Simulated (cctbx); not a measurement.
## Interatomic vectors of MnAg2Br2Cl2

Space group I4/mmm (no. 139), a = 4.8790 Å, b = 4.8790 Å, c = 15.5230 Å, α = 90.00°, β = 90.00°, γ = 90.00°, content Ag4 Br4 Mn2 Cl4.

Simulated single-crystal data (cctbx): Mo Kα, λ = 0.71073 Å, to d = 0.8 Å, 50 % of the full sphere, strongest reflection 70000 counts, noise from counting, a 4 % proportional error and a noise floor of 2 counts (s.d.); no absorption, some extinction.

Patterson synthesis, origin scaled to 1000:

```text
Patterson group I 4/m m m
      u       v       w   height  length (A)
  0.000   0.000   0.000   1000.0     0.00
  0.000   0.000   0.500    505.5     7.76
  0.000   0.500   0.141    494.3     3.27
  0.000   0.000   0.275    294.2     4.27
  0.000   0.000   0.362    242.5     5.63
  0.000   0.000   0.202    179.5     3.13
  0.000   0.500   0.000    152.5     2.44
  0.136   0.375   0.186     24.5     3.48
  0.134   0.134   0.320     24.0     5.06
  0.000   0.000   0.075     21.5     1.17
  0.000   0.259   0.168     21.2     2.89
  0.126   0.126   0.051     20.7     1.17
  0.148   0.148   0.179     20.2     2.95
  0.000   0.141   0.063     17.0     1.20
```

**Question.** Which atom pairs make the peaks, and where is the heaviest atom?

A peak at u stands for all pairs with xi − xj = u, with weight Σ ZiZj against Σ Z² = 16142 at the origin. Peak heights follow these weights only roughly, since form factors, motion and series ripples differ, all vectors within 0.55 Å of a peak are counted as merged into it though the farther ones add only part of their weight, and F(000) is left out, which lowers the whole map:

| u | v | w | shortest length (Å) | height | 1000 ΣZiZj/ΣZ² | pairs in the cell |
| --- | --- | --- | --- | --- | --- | --- |
| 0.000 | 0.000 | 0.500 | 3.45 | 506 | 700 | 8 × Ag–Cl, 4 × Br–Br |
| 0.000 | 0.500 | 0.141 | 3.28 | 494 | 555 | 4 × Ag–Br, 4 × Br–Cl |
| 0.000 | 0.000 | 0.275 | 4.27 | 294 | 274 | 2 × Ag–Ag |
| 0.000 | 0.000 | 0.362 | 4.06 | 242 | 291 | 4 × Ag–Mn |
| 0.000 | 0.000 | 0.202 | 3.14 | 180 | 198 | 4 × Ag–Cl |
| 0.000 | 0.500 | 0.000 | 2.44 | 152 | 217 | 4 × Br–Mn |

The table stops at ten peaks or at a height of 45, below which ripples compete. In the model behind the data Ag, the heaviest element, has 1 independent site: (1/2, 1/2, 0.1365), up to an allowed shift of origin; the Ag–Ag vectors are differences of these positions and their symmetry mates. The whole model:

| atom | mult. | x | y | z | Ueq (Å²) |
| --- | --- | --- | --- | --- | --- |
| Ag1 | 4 | 1/2 | 1/2 | 0.1365 | 0.0073 |
| Br1 | 4 | 1/2 | 0 | 0 | 0.0104 |
| Mn1 | 2 | 0 | 0 | 0 | 0.0101 |
| Cl1 | 4 | 1/2 | 1/2 | 0.3439 | 0.0136 |

The model was made for the exercise: a known structure type with other elements put in, its volume estimated, not relaxed; displacement parameters are assumed.

[Logs are printed without paths, hosts, clocks, repeated set-up lines and the standing remarks that a program may print on its own settings, such as how far it seeks lower states.]
